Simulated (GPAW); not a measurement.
# Polarising Si/Rh(110) with a field along the normal

The dipole of the cell at several fields, atoms fixed. What does the strongest field give, and what length does the slope stand for?

How it was computed: GPAW 26.7.0, plane waves (400 eV), PAW setups, PBE, 8×12 mesh, a dipole layer in the vacuum; geometry relaxed without an applied field with GPAW. The cell's area is 10.21 Å², and e/ε0 = 180.95 V Å.

The runs, one held back:

| field (V/Å) | dipole (e Å) |
| --- | --- |
| −0.2 | −0.1107 |
| −0.1 | −0.0563 |
| −0.05 | −0.0292 |
| 0.05 | 0.0252 |
| 0.1 | 0.0523 |
| 0.2 | 0.1068 |
| 0.3 | ? |

Q: What is the dipole at 0.3 V/Å?

**Working.** A line through the 6 points has the slope α = 0.544 e Å per V/Å and the intercept p₀ = −0.0020 e Å (r.m.s. residual 4.7e−05). At 0.3 V/Å it gives p = −0.0020 + 0.544 × 0.3 = 0.1611 e Å; the run gives 0.1614 e Å, so the response stays linear to 0.2 % of the induced part. Dividing by ε0 and the area: α/(ε0 A) = 0.544 × 180.95 / 10.21 = 9.63 Å, against 6.72 Å between the outer nuclei.

Caveats: This is the electronic response alone; ions that move would add to it in polar layers. No run was spin-polarised, so magnetic states weren't tested.
